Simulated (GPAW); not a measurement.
**free-standing triangular Ir monolayer, spacing 3.069 A: a ladder in the plane-wave cutoff**

Two starts of free-standing triangular Ir monolayer, spacing 3.069 A are run at each rung of the plane-wave cutoff. Which rung is enough?

Program: GPAW 26.7.0. Level of theory: PBE; plane waves with GPAW's PAW setups, scalar-relativistic. Results are calculated unless marked as measured.

### 1. The starting structure

The cell holds 1 atom: 1 Ir. Cell: a = 3.069 Å, b = 3.069 Å, c = 14.000 Å, α = 90.0°, β = 90.0°, γ = 120.0°. model lattice. Vacuum lies along c.

Coordinates:

```
Ir
1.0
     3.06900    0.00000    0.00000
    -1.53450    2.65783    0.00000
     0.00000    0.00000   14.00000
Ir
1
Direct
  0.00000 0.00000 0.50000
```

### 2. Rung 1 (250 eV), start ferro +

The ladder starts at a low cutoff and climbs, to see from where on the results stand still.

File order1.py:

```python
import json
import numpy as np
from ase import Atoms
from ase.parallel import paropen, parprint
from gpaw import GPAW

atoms = Atoms(['Ir'],
    cell=[[3.069, 0.0, 0.0],
         [-1.5345, 2.657832, 0.0],
         [0.0, 0.0, 14.0]],
    scaled_positions=[[0.0, 0.0, 0.5]],
    pbc=True,
    magmoms=[1.0])
atoms.calc = GPAW(mode={'name': 'pw', 'ecut': 250},
    xc='PBE',
    kpts={'size': (10, 10, 1), 'gamma': True},
    occupations={'name': 'fermi-dirac', 'width': 0.05},
    convergence={'density': 1e-05, 'energy': 1e-05},
    maxiter=200,
    symmetry={'tolerance': 1e-4},
    txt='order1.txt')
e = atoms.get_potential_energy(force_consistent=True)
res = {'free_energy': e, 'energy_sigma0': atoms.get_potential_energy(), 'fermi_energy': atoms.calc.get_fermi_level()}
res['moments'] = atoms.get_magnetic_moments().tolist()
res['total'] = atoms.get_magnetic_moment()
parprint('site moments (muB):', np.round(res['moments'], 3))
parprint(f"total moment: {res['total']:.3f} muB")
parprint(f'free energy: {e:.6f} eV')
atoms.calc.write('order1.gpw')
with paropen('results.json', 'w') as f:
    json.dump(res, f)
```

Command:

```bash
> OMP_NUM_THREADS=1 python3 order1.py > order1.log
```

The program printed:

```text
site moments (muB): [1.416]
total moment: 1.561 muB
free energy: -5.496144 eV

--- order1.txt ---
Input parameters:
  mode=PW(ecut=250),
  convergence={'density': 1e-05, 'energy': 1e-05},
  kpts=MonkhorstPack(size=(10, 10, 1), gamma=True),
  maxiter=200,
  occupations=Occupations(name='fermi-dirac', width=0.05),
  symmetry=Symmetry(tolerance=0.0001),
  xc=XC(name='PBE')

Diagonalizing LCAO Hamiltonian
Converting LCAO to pw mode

       Ir

Atoms  # Å, Bohr magnetons
|   | symbol |        x |        y |        z |    initial magnetic moments |
|---|--------|----------|----------|----------|-----------------------------|
| 0 |     Ir | 0.000000 | 0.000000 | 7.000000 | ( 0.0000,  0.0000,  1.0000) |

Unit cell  # Å
| periodic |         x |        y |         z |   lengths |     angles |
|----------|-----------|----------|-----------|-----------|------------|
|      yes |  3.069000 | 0.000000 |  0.000000 |  3.069000 |  90.000000 |
|      yes | -1.534500 | 2.657832 |  0.000000 |  3.069000 |  90.000000 |
|      yes |  0.000000 | 0.000000 | 14.000000 | 14.000000 | 120.000000 |

Number of symmetries: 24

BZ-sampling:
  Number of BZ points: 100
  Number of IBZ points: 14

  Monkhorst-Pack size: [10, 10, 1]
  Monkhorst-Pack shift: [0.05, 0.05, 0.0]

Plane wave coefficients: 1036
Cutoff: 250.0 eV

Spin-components: 2 (collinear spins)
Bands:           12
Projectors:      6
Spin-degeneracy: 1
Datatype:        complex128

Parallelization:
  kpt:    1
  domain: 1
  band:   1

Density:
  Valence electrons: 15.0
  Components: 2
  Grid points: [12 12 54]
  Charge: 0.0  # |e|

Potential:
  Grid points: [12 12 54]

[... setups left out ...]
Reference energy: -484484.849336  # eV

eigensolver:
  PPCG
  Converge bands: occupied
  niter=2

density mixing:
  MSR1-Mixer
  Pratt-step length: 0.05
  Maximum mixing coefficient: 0.75
  Old densities: 10
  SVD Regularization: 0.005
  Good broyden scale: 1.0
  Trust region scale: 1.0
  Backstep threshold: 4.0
  History deletion threshold: 6.0
  Fourier metric: weight=20.0, sigma=0.015

occupation numbers:
  Fermi-Dirac:
    width: 0.0500  # eV

poisson solver:
  ecut: 2000.0  # eV

xc functional:
  name: PBE with 2 nearest neighbor stencil

convergence criteria:
- Maximum integral of absolute [dens]ity change: 1e-05 electrons / valence electron
- Maximum [total energy] change in last 3 cyles: 1e-05 eV / valence electron
- Maximum integral of absolute [eigenst]ate change: 4e-08 eV^2 / valence electron
maximum number of iterations: 200

SCF iterations
|iter     |      energy | eigst |  dens |  magmom |
|---------|-------------|-------|-------|---------|
|iter:   1|       0s |   -5.367680 | -0.53 |       |  +1.0008|
|iter:   2|       0s |   -5.377715 | -2.28 | -1.18 |  +1.0157|
|iter:   3|       0s |   -5.507044 | -1.95 | -1.20 |  +1.4304|
|iter:   4|       0s |   -5.488634 | -1.88 | -1.52 |  +1.5762|
|iter:   5|       1s |   -5.486593 | -3.23 | -2.05 |  +1.5704|
|iter:   6|       1s |   -5.486793 | -4.19 | -2.53 |  +1.5629|
|iter:   7|       1s |   -5.486815 | -5.31 | -3.14 |  +1.5618|
|iter:   8|       2s |   -5.486814c| -5.80 | -3.44 |  +1.5614|
|iter:   9|       2s |   -5.486813c| -6.75 | -4.07 |  +1.5613|
|iter:  10|       2s |   -5.486813c| -7.40 | -4.57 |  +1.5614|
|iter:  11|       2s |   -5.486813c| -7.92c| -5.41c|  +1.5614|

Converged in 11 steps
Energy contributions relative to reference atoms: (reference = -484484.849336)

Energy contributions:
  Kinetic:         -14.324937
  Coulomb:          11.933675
  Zero:              0.391791
  External:          0.000000
  Xc:               -3.478010
  Entropy:          -0.018662
  Spinorbit:         0.000000
  ----------------------------
  Free energy:      -5.496144
  Extrapolated:     -5.486813

dipole moment: (-5.508953, -9.541787, 0.000004)  # |e|*Ang

Total magnetic moment: (0.000000, 0.000000, 1.561373)

Local magnetic moments
|        x |        y |        z |
|----------|----------|----------|
| 0.000000 | 0.000000 | 1.415538 |  # Ir   0

Fermi level: -3.286
Eigenvalues  # (at kpt = [0.000, 0.000, 0.000])
| band index |      eig [eV] | occ [0-1] |      eig [eV] | occ [0-1] |
|------------|---------------|-----------|---------------|-----------|
|          0 |       -52.064 |     1.000 |       -51.212 |     1.000 |
|          1 |       -52.035 |     1.000 |       -51.212 |     1.000 |
|          2 |       -52.035 |     1.000 |       -50.962 |     1.000 |
|          3 |        -8.553 |     1.000 |        -8.258 |     1.000 |
|          4 |        -5.152 |     1.000 |        -4.407 |     1.000 |
|          5 |        -5.135 |     1.000 |        -4.407 |     1.000 |
|          6 |        -5.135 |     1.000 |        -4.051 |     1.000 |
|          7 |        -3.794 |     1.000 |        -2.585 |     0.000 |
|          8 |        -3.794 |     1.000 |        -2.585 |     0.000 |
|          9 |        -1.417 |     0.000 |        -1.121 |     0.000 |
|         10 |         2.131 |     0.000 |         2.156 |     0.000 |
|         11 |         3.208 |     0.000 |         3.202 |     0.000 |

No gap
No difference between direct/indirect transitions
```

Run time: 4.5 s. Hardware: 1 MPI rank of AMD EPYC 9R45, shared host; peak memory 0.15 GiB.

Read from the output:

| Quantity | Value |
| --- | --- |
| magnetization | 1.561 μB |
| final state | ferromagnetic |
| largest moment | 1.416 μB |

After 11 cycles the largest moment stands at 1.42 μB.

### 3. Rung 1 (250 eV), start antiferro q=(0,1/2,0) +-

The second start gives the energy difference between the two end states, the quantity that is followed up the ladder. Its q is in fractions of the reciprocal vectors of the first run's cell.

order2.py is the script of step 2 with these lines changed:

```diff
@@ -6,12 +6,13 @@
 
-atoms = Atoms(['Ir'],
+atoms = Atoms(['Ir', 'Ir'],
     cell=[[3.069, 0.0, 0.0],
-         [-1.5345, 2.657832, 0.0],
+         [-3.069, 5.315664, 0.0],
          [0.0, 0.0, 14.0]],
-    scaled_positions=[[0.0, 0.0, 0.5]],
+    scaled_positions=[[0.0, 0.0, 0.5],
+         [0.0, 0.5, 0.5]],
     pbc=True,
-    magmoms=[1.0])
+    magmoms=[1.0, -1.0])
 atoms.calc = GPAW(mode={'name': 'pw', 'ecut': 250},
     xc='PBE',
-    kpts={'size': (10, 10, 1), 'gamma': True},
+    kpts={'size': (10, 5, 1), 'gamma': True},
     occupations={'name': 'fermi-dirac', 'width': 0.05},
@@ -20,3 +21,3 @@
     symmetry={'tolerance': 1e-4},
-    txt='order1.txt')
+    txt='order2.txt')
 e = atoms.get_potential_energy(force_consistent=True)
@@ -28,3 +29,3 @@
 parprint(f'free energy: {e:.6f} eV')
-atoms.calc.write('order1.gpw')
+atoms.calc.write('order2.gpw')
 with paropen('results.json', 'w') as f:
```

Command:

```bash
> OMP_NUM_THREADS=1 python3 order2.py > order2.log
```

The program printed:

```text
site moments (muB): [ 0.983 -0.983]
total moment: -0.000 muB
free energy: -10.711129 eV

--- order2.txt ---
Input parameters:
  mode=PW(ecut=250),
  convergence={'density': 1e-05, 'energy': 1e-05},
  kpts=MonkhorstPack(size=(10, 5, 1), gamma=True),
  maxiter=200,
  occupations=Occupations(name='fermi-dirac', width=0.05),
  symmetry=Symmetry(tolerance=0.0001),
  xc=XC(name='PBE')

Diagonalizing LCAO Hamiltonian
Converting LCAO to pw mode

         Ir
           Ir

Atoms  # Å, Bohr magnetons
|   | symbol |         x |        y |        z |    initial magnetic moments |
|---|--------|-----------|----------|----------|-----------------------------|
| 0 |     Ir |  0.000000 | 0.000000 | 7.000000 | ( 0.0000,  0.0000,  1.0000) |
| 1 |     Ir | -1.534500 | 2.657832 | 7.000000 | ( 0.0000,  0.0000, -1.0000) |

Number of symmetries: 4

BZ-sampling:
  Number of BZ points: 50
  Number of IBZ points: 26

  Monkhorst-Pack size: [10, 5, 1]
  Monkhorst-Pack shift: [0.05, 0.0, 0.0]

Plane wave coefficients: 2068
Cutoff: 250.0 eV

Spin-components: 2 (collinear spins)
Bands:           22
Projectors:      12
Spin-degeneracy: 1
Datatype:        complex128

Parallelization:
  kpt:    1
  domain: 1
  band:   1

Density:
  Valence electrons: 30.0
  Components: 2
  Grid points: [12 24 54]
  Charge: 0.0  # |e|

Potential:
  Grid points: [12 24 54]

[... setups left out ...]
Reference energy: -968969.698671  # eV

convergence criteria:
- Maximum integral of absolute [dens]ity change: 1e-05 electrons / valence electron
- Maximum [total energy] change in last 3 cyles: 1e-05 eV / valence electron
[...]
|iter:  13|      19s |  -10.666336c| -6.76 | -4.18 |  +0.0000|
|iter:  14|      20s |  -10.666333c| -7.56c| -4.43 |  -0.0000|
|iter:  15|      21s |  -10.666334c| -7.72c| -4.74 |  +0.0000|
|iter:  16|      22s |  -10.666335c| -7.99c| -5.21c|  -0.0000|

Converged in 16 steps
Energy contributions relative to reference atoms: (reference = -968969.698671)

Energy contributions:
  Kinetic:         -29.221545
  Coulomb:          24.553520
  Zero:              0.784721
  External:          0.000000
  Xc:               -6.738238
  Entropy:          -0.089587
  Spinorbit:         0.000000
  ----------------------------
  Free energy:     -10.711129
  Extrapolated:    -10.666335

dipole moment: (-11.012975, -19.075032, 0.000008)  # |e|*Ang

Total magnetic moment: (0.000000, 0.000000, -0.000006)

Local magnetic moments
|        x |        y |         z |
|----------|----------|-----------|
| 0.000000 | 0.000000 |  0.983419 |  # Ir   0
| 0.000000 | 0.000000 | -0.983425 |  # Ir   1

Fermi level: -3.353
Eigenvalues  # (at kpt = [0.000, 0.000, 0.000])
| band index |      eig [eV] | occ [0-1] |      eig [eV] | occ [0-1] |
|------------|---------------|-----------|---------------|-----------|
|          0 |       -51.940 |     1.000 |       -51.940 |     1.000 |
|        ... |               |           |               |           |
|          6 |        -8.390 |     1.000 |        -8.390 |     1.000 |
|          7 |        -6.736 |     1.000 |        -6.736 |     1.000 |
|          8 |        -5.282 |     1.000 |        -5.282 |     1.000 |
|          9 |        -4.800 |     1.000 |        -4.800 |     1.000 |
[...]
|         18 |        -0.990 |     0.000 |        -0.990 |     0.000 |
|         19 |         1.175 |     0.000 |         1.175 |     0.000 |
|         20 |         2.143 |     0.000 |         2.143 |     0.000 |
|         21 |         3.200 |     0.000 |         3.200 |     0.000 |

No gap
No difference between direct/indirect transitions
```

Elapsed: 26 s, on 1 MPI rank; peak memory 0.21 GiB.

Numbers from this step:

| Item | Value |
| --- | --- |
| magnetization | 0 μB |
| final state | antiferromagnetic |
| largest moment | 0.9834 μB |

This start lies +140.6 meV a seeded atom from the first; its largest moment is 0.983 μB.

### 4. Rung 2 (325 eV), start ferro +

order1.py is the script of step 2 with these lines changed:

```diff
@@ -13,3 +13,3 @@
     magmoms=[1.0])
-atoms.calc = GPAW(mode={'name': 'pw', 'ecut': 250},
+atoms.calc = GPAW(mode={'name': 'pw', 'ecut': 325},
     xc='PBE',
```

Command:

```bash
> OMP_NUM_THREADS=1 python3 order1.py > order1.log
```

The program printed:

```text
site moments (muB): [1.426]
total moment: 1.561 muB
free energy: -5.814399 eV

--- order1.txt ---
Input parameters:
  mode=PW(ecut=325),
  convergence={'density': 1e-05, 'energy': 1e-05},
  kpts=MonkhorstPack(size=(10, 10, 1), gamma=True),
  maxiter=200,
  occupations=Occupations(name='fermi-dirac', width=0.05),
  symmetry=Symmetry(tolerance=0.0001),
  xc=XC(name='PBE')

Diagonalizing LCAO Hamiltonian
[...]
|          3 |        -8.512 |     1.000 |        -8.218 |     1.000 |
|          4 |        -5.151 |     1.000 |        -4.406 |     1.000 |
[...]
|          8 |        -3.800 |     1.000 |        -2.588 |     0.000 |
|          9 |        -1.404 |     0.000 |        -1.112 |     0.000 |
|         10 |         2.127 |     0.000 |         2.151 |     0.000 |
|         11 |         3.197 |     0.000 |         3.190 |     0.000 |

No gap
No difference between direct/indirect transitions


[key lines of the parts left out:]
Free energy:      -5.814399
Converged in 11 steps
dipole moment: (-5.506188, -9.536997, 0.000004)  # |e|*Ang
Fermi level: -3.278
```

It took 5.8 s on 1 MPI rank; peak memory 0.16 GiB.

Read from the output:

```
magnetization  : 1.561 μB
final state    : ferromagnetic
largest moment : 1.426 μB
```

The largest moment moves by +0.01 μB from rung 1, at 1.3 times its CPU time.

### 5. Rung 2 (325 eV), start antiferro q=(0,1/2,0) +-

order2.py is the script of step 3 with these lines changed:

```diff
@@ -14,3 +14,3 @@
     magmoms=[1.0, -1.0])
-atoms.calc = GPAW(mode={'name': 'pw', 'ecut': 250},
+atoms.calc = GPAW(mode={'name': 'pw', 'ecut': 325},
     xc='PBE',
```

Command:

```bash
> OMP_NUM_THREADS=1 python3 order2.py > order2.log
```

The program printed:

```text
site moments (muB): [ 0.994 -0.994]
total moment: 0.000 muB
free energy: -11.348509 eV

--- order2.txt ---
Input parameters:
  mode=PW(ecut=325),
  convergence={'density': 1e-05, 'energy': 1e-05},
  kpts=MonkhorstPack(size=(10, 5, 1), gamma=True),
  maxiter=200,
  occupations=Occupations(name='fermi-dirac', width=0.05),
  symmetry=Symmetry(tolerance=0.0001),
  xc=XC(name='PBE')

Diagonalizing LCAO Hamiltonian
[...]
|          8 |        -5.263 |     1.000 |        -5.263 |     1.000 |
|          9 |        -4.798 |     1.000 |        -4.798 |     1.000 |
[...]
|         18 |        -0.951 |     0.000 |        -0.951 |     0.000 |
|         19 |         1.213 |     0.000 |         1.213 |     0.000 |
|         20 |         2.136 |     0.000 |         2.136 |     0.000 |
|         21 |         3.187 |     0.000 |         3.187 |     0.000 |

No gap
No difference between direct/indirect transitions


[key lines of the parts left out:]
Free energy:     -11.348509
Converged in 18 steps
dipole moment: (-11.006958, -19.064606, 0.000008)  # |e|*Ang
Fermi level: -3.336
```

Wall time 41 s (1 MPI rank); peak memory 0.25 GiB.

Numbers from this step:

| Quantity | Value |
| --- | --- |
| magnetization | 0 μB |
| final state | antiferromagnetic |
| largest moment | 0.9943 μB |

This start lies +140.1 meV a seeded atom from the first, a change of -0.4 meV since rung 1; its largest moment is 0.994 μB.

### 6. Rung 3 (400 eV), start ferro +

order1.py is the script of step 4 with these lines changed:

```diff
@@ -13,3 +13,3 @@
     magmoms=[1.0])
-atoms.calc = GPAW(mode={'name': 'pw', 'ecut': 325},
+atoms.calc = GPAW(mode={'name': 'pw', 'ecut': 400},
     xc='PBE',
```

Command:

```bash
> OMP_NUM_THREADS=1 python3 order1.py > order1.log
```

The program printed:

```text
site moments (muB): [1.429]
total moment: 1.561 muB
free energy: -5.913936 eV

--- order1.txt ---
Input parameters:
  mode=PW(ecut=400),
  convergence={'density': 1e-05, 'energy': 1e-05},
  kpts=MonkhorstPack(size=(10, 10, 1), gamma=True),
  maxiter=200,
  occupations=Occupations(name='fermi-dirac', width=0.05),
  symmetry=Symmetry(tolerance=0.0001),
  xc=XC(name='PBE')

Diagonalizing LCAO Hamiltonian
[...]
|          3 |        -8.506 |     1.000 |        -8.213 |     1.000 |
|          4 |        -5.149 |     1.000 |        -4.402 |     1.000 |
[...]
|          8 |        -3.800 |     1.000 |        -2.587 |     0.000 |
|          9 |        -1.403 |     0.000 |        -1.112 |     0.000 |
|         10 |         2.141 |     0.000 |         2.157 |     0.000 |
|         11 |         3.208 |     0.000 |         3.193 |     0.000 |

No gap
No difference between direct/indirect transitions


[key lines of the parts left out:]
Free energy:      -5.913936
Converged in 11 steps
dipole moment: (-5.504703, -9.534426, 0.000004)  # |e|*Ang
Fermi level: -3.278
```

Elapsed: 6.4 s, on 1 MPI rank; peak memory 0.18 GiB.

This step gave:

```
magnetization  : 1.561 μB
final state    : ferromagnetic
largest moment : 1.429 μB
```

The largest moment is that of rung 2, at 1.1 times its CPU time.

### 7. Rung 3 (400 eV), start antiferro q=(0,1/2,0) +-

order2.py is the script of step 5 with these lines changed:

```diff
@@ -14,3 +14,3 @@
     magmoms=[1.0, -1.0])
-atoms.calc = GPAW(mode={'name': 'pw', 'ecut': 325},
+atoms.calc = GPAW(mode={'name': 'pw', 'ecut': 400},
     xc='PBE',
```

Command:

```bash
> OMP_NUM_THREADS=1 python3 order2.py > order2.log
```

The program printed:

```text
site moments (muB): [ 0.998 -0.998]
total moment: 0.000 muB
free energy: -11.547118 eV

--- order2.txt ---
Input parameters:
  mode=PW(ecut=400),
  convergence={'density': 1e-05, 'energy': 1e-05},
  kpts=MonkhorstPack(size=(10, 5, 1), gamma=True),
  maxiter=200,
  occupations=Occupations(name='fermi-dirac', width=0.05),
  symmetry=Symmetry(tolerance=0.0001),
  xc=XC(name='PBE')

Diagonalizing LCAO Hamiltonian
[...]
|          8 |        -5.260 |     1.000 |        -5.260 |     1.000 |
|          9 |        -4.797 |     1.000 |        -4.797 |     1.000 |
[...]
|         18 |        -0.948 |     0.000 |        -0.948 |     0.000 |
|         19 |         1.218 |     0.000 |         1.218 |     0.000 |
|         20 |         2.146 |     0.000 |         2.146 |     0.000 |
|         21 |         3.193 |     0.000 |         3.193 |     0.000 |

No gap
No difference between direct/indirect transitions


[key lines of the parts left out:]
Free energy:     -11.547118
Converged in 16 steps
dipole moment: (-11.004042, -19.059555, 0.000008)  # |e|*Ang
Fermi level: -3.335
```

The job ended after 48 s (1 MPI rank; peak memory 0.3 GiB).

This step gave:

| Item | Value |
| --- | --- |
| magnetization | 0 μB |
| final state | antiferromagnetic |
| largest moment | 0.9975 μB |

This start lies +140.4 meV a seeded atom from the first, a change of +0.2 meV since rung 2; its largest moment is 0.998 μB.

### 8. Rung 4 (500 eV), start ferro +

order1.py is the script of step 6 with these lines changed:

```diff
@@ -13,3 +13,3 @@
     magmoms=[1.0])
-atoms.calc = GPAW(mode={'name': 'pw', 'ecut': 400},
+atoms.calc = GPAW(mode={'name': 'pw', 'ecut': 500},
     xc='PBE',
```

Command:

```bash
> OMP_NUM_THREADS=1 python3 order1.py > order1.log
```

The program printed:

```text
site moments (muB): [1.429]
total moment: 1.561 muB
free energy: -5.946451 eV

--- order1.txt ---
Input parameters:
  mode=PW(ecut=500),
  convergence={'density': 1e-05, 'energy': 1e-05},
  kpts=MonkhorstPack(size=(10, 10, 1), gamma=True),
  maxiter=200,
  occupations=Occupations(name='fermi-dirac', width=0.05),
  symmetry=Symmetry(tolerance=0.0001),
  xc=XC(name='PBE')

Diagonalizing LCAO Hamiltonian
[...]
|          3 |        -8.507 |     1.000 |        -8.215 |     1.000 |
|          4 |        -5.149 |     1.000 |        -4.402 |     1.000 |
[...]
|          8 |        -3.800 |     1.000 |        -2.587 |     0.000 |
|          9 |        -1.405 |     0.000 |        -1.113 |     0.000 |
|         10 |         2.144 |     0.000 |         2.158 |     0.000 |
|         11 |         3.206 |     0.000 |         3.190 |     0.000 |

No gap
No difference between direct/indirect transitions


[key lines of the parts left out:]
Free energy:      -5.946451
Converged in 11 steps
dipole moment: (-5.505767, -9.536268, 0.000004)  # |e|*Ang
Fermi level: -3.278
```

Wall time 7.7 s (1 MPI rank); peak memory 0.19 GiB.

Numbers from this step:

* magnetization: 1.561 μB
* final state: ferromagnetic
* largest moment: 1.429 μB

The largest moment is that of rung 3, at 1.2 times its CPU time.

[end of part 1 of 2]

[Logs and program files are shortened in this print: banners, set-up blocks, solver, clock and traceback lines can be left out without a mark of their own.]

[Logs are printed without paths, hosts, clocks, repeated set-up lines and the standing remarks that a program may print on its own settings, such as how far it seeks lower states.]

[Hosts, paths, dates, database ids (printed as entryN), source tags and the programs' standing remarks are cut or masked in the printed files.]

[Where a cell is said to come from a database of computed structures, the database is the Materials Project.]
